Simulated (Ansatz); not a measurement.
## How NbSi2 absorbs and reflects light

Aim: the dielectric function of NbSi2, and the optical constants that follow from it. The cell comes from an older database entry, whose edges can differ from later determinations, mostly by under a per cent.

Method: DFT, PBE, plane-wave PAW, default files, scalar-relativistic, independent-particle optical response without local fields, in Ansatz 0.2.0.

The database entry behind the starting cell differs from other determinations, so it need not match the best structure at room temperature.

### 1. The system as given

The structure is hexagonal, space group P6_222 (No. 180). The conventional cell has a = 4.819 Å, b = 4.819 Å, c = 6.592 Å, α = 90.00°, β = 90.00°, γ = 120.00°. Nearest to Nb lie 10 Si at 2.62 to 2.84 Å. Si has 5 Si at 2.57 to 2.84 Å and 5 Nb at 2.62 to 2.84 Å nearest. Farther neighbours, and contacts between anions beyond the nearest, are not listed.

### 2. Ground state and bands

First the ground state: is it a metal or has it a gap?

This step: DFT, PBE, plane-wave PAW, default files, scalar-relativistic, ground state (Ansatz 0.2.0).

The input, input.yaml:

```yaml
crystal:
  lattice:
    - [4.819, 0.0, 0.0]
    - [-2.4095, 4.1733764208, 0.0]
    - [0.0, 0.0, 6.592]
  atoms:
    - { symbol: Nb, position: [0.0, 0.5, 0.1666666667] }
    - { symbol: Nb, position: [0.5, 0.5, 0.8333333333] }
    - { symbol: Nb, position: [0.5, 0.0, 0.5] }
    - { symbol: Si, position: [0.3198, 0.1599, 0.1666666667] }
    - { symbol: Si, position: [0.1599, 0.8401, 0.8333333333] }
    - { symbol: Si, position: [0.8401, 0.6802, 0.5] }
    - { symbol: Si, position: [0.6802, 0.8401, 0.1666666667] }
    - { symbol: Si, position: [0.8401, 0.1599, 0.8333333333] }
    - { symbol: Si, position: [0.1599, 0.3198, 0.5] }
kpoints:
  mp_grid: { grid: [6, 6, 4] }
  band_path:
    path:
      - [[0.0, 0.0, 0.0], [0.5, 0.0, 0.0], [0.33333333, 0.33333333, 0.0], [0.0, 0.0, 0.0], [0.0, 0.0, 0.5], [0.5, 0.0, 0.5], [0.33333333, 0.33333333, 0.5], [0.0, 0.0, 0.5]]
      - [[0.5, 0.0, 0.5], [0.5, 0.0, 0.0]]
      - [[0.33333333, 0.33333333, 0.0], [0.33333333, 0.33333333, 0.5]]
    npoints: 6
scf:
  occupations: { method: fermi_dirac, width: 0.05 }
  n_extra_bands: 13
hamiltonian:
  xc: pbe
  pseudopotentials: { kind: paw }
output:
  forces: true
  stress: true
  populations: true
  write_bands: true
```

The run is started by

```
> ansatz run input.yaml --threads 4 --pin off --max-ram 8192MiB --backend cpu --events-out ev --progress --plain --runs-dir out
```

The program printed:

```text
scf.n_extra_bands = 13 over 32 filled bands (N_el = 63.0): the run solves 45 bands
Engine: ansatz 0.2.0, aarch64-unknown-linux-gnu
Pseudopotentials: kind: paw
Pseudopotential: Nb, paw, valence charge 13, recommended cutoff 420 eV (normal), Nb.paw.azcp
Pseudopotential: Si, paw, valence charge 4, recommended cutoff 420 eV (normal), Si.paw.azcp
Functional definition: PBE
  parameter kappa = 0.804
  parameter beta = 0.066725
  exchange = pbe_x(kappa = kappa, mu = beta*pi^2/3)
  correlation = pbe_c(beta = beta)
Crystal: 9 atoms, lattice volume = 132.575 Å³
Basis set: ecut = 420 eV, 2555 PW (Γ), exchange–correlation on 72×72×90 points (8 copies of the dense FFT grid, shifted against one another)
Bands: 45, of which v1, the nominal top of the filled ones, is band 32 counted from 1 (31 counted from 0)
Symmetry: 12 space group operations
Space group: P6222 (ITA 180), of the structure as read, at distance tolerance 5.1e-5 Å
k-points: 21 of 144 (time reversal used)
Non-local potential: Nb, projectors of the file, l = 0: 3, l = 1: 2, l = 2: 2, l = 3: 1
Non-local potential: Si, projectors of the file, l = 0: 2, l = 1: 2, l = 2: 2
PAW form: soft (Blöchl's): semilocal exchange-correlation on the pseudo side does not see the compensation charge
PAW one-centre angular grid: Nb, 590 points (default); XC on 64 Gauss nodes
PAW one-centre angular grid: Si, 110 points (default); XC on 64 Gauss nodes
Initial density: superposition of atomic densities (neutral atoms: chi_scale 0, normalization atom), corrected by the library's trained network
Initial wavefunctions: pseudopotential atomic-orbital guess
Functional: x = pbe(κ = 0.804, μ = 0.219515), c = pbe(β = 0.066725)
SCF iter   1: F=—  HF=-17476.739071 eV  |F-HF|=—  |Δ(HF+E_count)|=         —  Δρ=3.88e-3  dr2=1.04e-2  ethr=1.77e-3  ⟨swp⟩=6.7  Hψ=4390  notcnv=0  defer=15
preconditioner: auto → Kerker (q_TF=auto, 2.410 Å⁻¹)  [metal: Δε(μ)=0.065 eV  Ē_g=7.519 eV  σ=0.050 eV  W_gap=0.31  n_scr=22 (ndim 8)  ℏωp=20.1 eV  f_vac=0.000  D(μ)=3.89/eV (n_scr^D=22)]
SCF iter   2: F=—  HF=-17476.740605 eV  |F-HF|=—  |Δ(HF+E_count)|=   1.53e-3  Δρ=2.24e-3  dr2=3.30e-3  ethr=1.65e-5  ⟨swp⟩=1.4  Hψ=1124  notcnv=0  defer=40
SCF iter   3: F=—  HF=-17476.741552 eV  |F-HF|=—  |Δ(HF+E_count)|=   9.47e-4  Δρ=3.12e-4  dr2=1.56e-4  ethr=5.23e-6  ⟨swp⟩=2.1  Hψ=1244  notcnv=0  defer=40
SCF iter   4: F=—  HF=-17476.741538 eV  |F-HF|=—  |Δ(HF+E_count)|=   1.42e-5  Δρ=1.01e-4  dr2=1.65e-5  ethr=2.47e-7  ⟨swp⟩=2.6  Hψ=1224  notcnv=0  defer=40
SCF iter   5: F=—  HF=-17476.741497 eV  |F-HF|=—  |Δ(HF+E_count)|=   4.13e-5  Δρ=1.37e-5  dr2=2.57e-7  ethr=2.62e-8  ⟨swp⟩=2.2  Hψ=1204  notcnv=0  defer=40
SCF iter   6: F=-17476.741497 eV  HF=-17476.741497 eV  |F-HF|=8.04e-10  |Δ(HF+E_count)|=   2.13e-8  Δρ=2.30e-6  dr2=5.76e-9  ethr=1.59e-10  ⟨swp⟩=10.0  Hψ=4072  notcnv=0
SCF 1 converged in 6 iterations: F = -17476.741497 eV  dr2 = 5.76e-9
  greatest PAW one-centre occupation: 0.998 electrons in one spin orbital (limit 2), on the Nb atom at site 1 (counted from 0), in its partial waves of l = 0
NSCF: frozen V_eff on 57 k-points
SCF converged after 6 iterations
Free energy (F): -17476.741497 eV
Harris-Foulkes:  -17476.741497 eV  (|F-HF|=8.04e-10)
Internal energy: -17476.709598 eV  (E = F + TS)
E sigma→0 (E₀):  -17476.725547 eV
Entropy (-TS):   -0.031899 eV (-3.544 meV/atom)
Fermi energy:    14.338101 eV
--- Per-component energies (eV) ---
  E_band       = -154.369060
  E_kinetic    = 1441.706718
  E_local      = -2815.798668  (includes V_loc(G=0)·N_el)
  E_nonlocal   = 508.547057
  E_hartree    = 990.004287
  E_xc         = -867.833451
  E_vxc        = -933.225371  (∫ρ·V_xc dr)
  E_paw        = -12295.391987  (= ΣΔE_a)
  E_vpaw       = -335.609414  (= ΣTr[D̂ρ^β])
  E_aug_tail   = 0.000062  (compensation charges beyond the density's cutoff)
  E_ewald      = -4437.943616
  E_smearing   = -0.031899  (= −TS)
  E_closure    = -0.000000  (closes the sum)
  Σ components = -17476.741497   (vs F -17476.741497, Δ=0.00e0)
--- Forces (eV/Å), atoms counted from 1 ---
  atom   1  Nb     0.00000000    -0.00000000     0.00000000
  atom   2  Nb     0.00000000    -0.00000000     0.00000000
  atom   3  Nb     0.00000000     0.00000000     0.00000000
  atom   4  Si    -0.04061345    -0.02344819     0.00000000
  atom   5  Si    -0.04061345     0.02344819     0.00000000
  atom   6  Si     0.00000000     0.04689637    -0.00000000
  atom   7  Si     0.04061345     0.02344819     0.00000000
  atom   8  Si     0.04061345    -0.02344819    -0.00000000
  atom   9  Si     0.00000000    -0.04689637     0.00000000
  max |Σ_I F_I| component: 4.39e-17 eV/Å
--- Stress (GPa, compression-positive) ---
       -0.544309       0.000000      -0.000000
       -0.000000      -0.544309       0.000000
        0.000000       0.000000       1.761497
  P = ⅓ Tr σ = 0.2243 GPa (2.243 kbar)
--- Band table (eV; the first three rows and the last of 21) ---
  k-point 0: bands = [... 28 lower, 12.2021, 12.3985, 12.3985, 13.2736, 15.1205, 17.4877, 17.5577, 17.6083, ... 9 higher]
  k-point 1: bands = [... 28 lower, 12.5990, 12.6147, 13.1703, 13.5183, 15.5758, 17.1235, 17.4905, 17.6373, ... 9 higher]
  k-point 2: bands = [... 28 lower, 12.8143, 12.9306, 12.9306, 15.3125, 15.3125, 17.0696, 17.0696, 17.5238, ... 9 higher]
  k-point 20: bands = [... 28 lower, 13.6027, 13.6027, 14.1909, 14.1909, 15.1533, 16.3186, 16.4818, 16.4818, ... 9 higher]
--- Löwdin populations: 9 sites ---
  site symbol       q [e]
     0     Nb     13.0239
     1     Nb     13.0239
     2     Nb     13.0239
     3     Si      3.8978
     4     Si      3.8978
     5     Si      3.8978
     6     Si      3.8978
     7     Si      3.8978
     8     Si      3.8978
  spilling = 0.008593 (of n_electrons = 63.000000)
```

Elapsed: 11 s, on 4 threads of Arm Neoverse V1, shared host; peak memory 0.6 GiB.

Read-outs:

| Item | Value |
| --- | --- |
| free energy | -17476.7415 eV |
| Fermi energy | 14.34 eV |
| electrons | 63 |
| symmetry operations | 12 |
| pressure | 0.2243 GPa |
| volume | 132.6 Å³ |
| gap on the path | 0 eV |

There are states at the Fermi level within the smearing, so the occupations stay smeared and the carriers get a Drude term. The cell is left with a pressure of 0.2 GPa and forces up to 0.05 eV/Å, as it stands unrelaxed at this level.

Electronic bands along the path, in eV, zero at the Fermi level; # counts the bands kept:

```
    point    #17    #18    #19    #20   #21   #22   #23   #24
        Γ  -2.14  -1.94  -1.94  -1.06  0.78  3.15  3.22  3.27
  halfway  -1.64  -1.58  -1.25  -1.25  0.35  1.79  2.00  2.42
        M  -1.02  -0.69  -0.10   0.03  0.76  1.20  1.53  2.02
  halfway  -1.25  -1.02   0.05   0.20  0.62  1.49  1.86  2.06
        K  -1.54  -1.54   0.36   0.36  0.43  2.05  2.05  2.11
  halfway  -1.61  -1.29  -1.13  -0.85  0.25  1.38  2.31  2.38
        Γ  -2.14  -1.94  -1.94  -1.06  0.78  3.15  3.22  3.27
  halfway  -1.74  -1.72  -1.17  -0.82  1.24  2.79  3.15  3.30
        A  -1.52  -1.41  -1.41   0.97  0.97  2.73  2.73  3.19
  halfway  -1.80  -1.64  -1.63   0.39  0.78  1.51  1.84  2.11
        L  -1.80  -1.62  -0.62  -0.27  1.40  1.77  2.27  2.35
  halfway  -1.33  -0.58  -0.43  -0.33  1.18  1.83  2.12  2.30
        H  -0.73  -0.73  -0.15  -0.15  0.81  1.98  2.14  2.14
  halfway  -1.83  -1.59  -1.45   0.20  1.09  1.52  1.62  1.99
        A  -1.52  -1.41  -1.41   0.97  0.97  2.73  2.73  3.19
jump to L  -1.80  -1.62  -0.62  -0.27  1.40  1.77  2.27  2.35
  halfway  -1.08  -0.88  -0.71  -0.14  1.08  1.55  1.80  2.01
        M  -1.02  -0.69  -0.10   0.03  0.76  1.20  1.53  2.02
jump to K  -1.54  -1.54   0.36   0.36  0.43  2.05  2.05  2.11
  halfway  -1.16  -1.14   0.12   0.20  0.68  1.75  2.08  2.44
        H  -0.73  -0.73  -0.15  -0.15  0.81  1.98  2.14  2.14
```

[end of part 1 of 2]

[Long decimals in the printed logs are rounded to 6 places.]

[Logs are printed without paths, hosts, clocks, repeated set-up lines and the standing remarks that a program may print on its own settings, such as how far it seeks lower states.]

[Hosts, paths, dates, database ids (printed as entryN), source tags and the programs' standing remarks are cut or masked in the printed files.]

[Where the starting crystal was built by hand or by swapping elements, it need not be the compound's stable phase.]

[The count of steps not shown may lack steps that the program refused or didn't finish.]
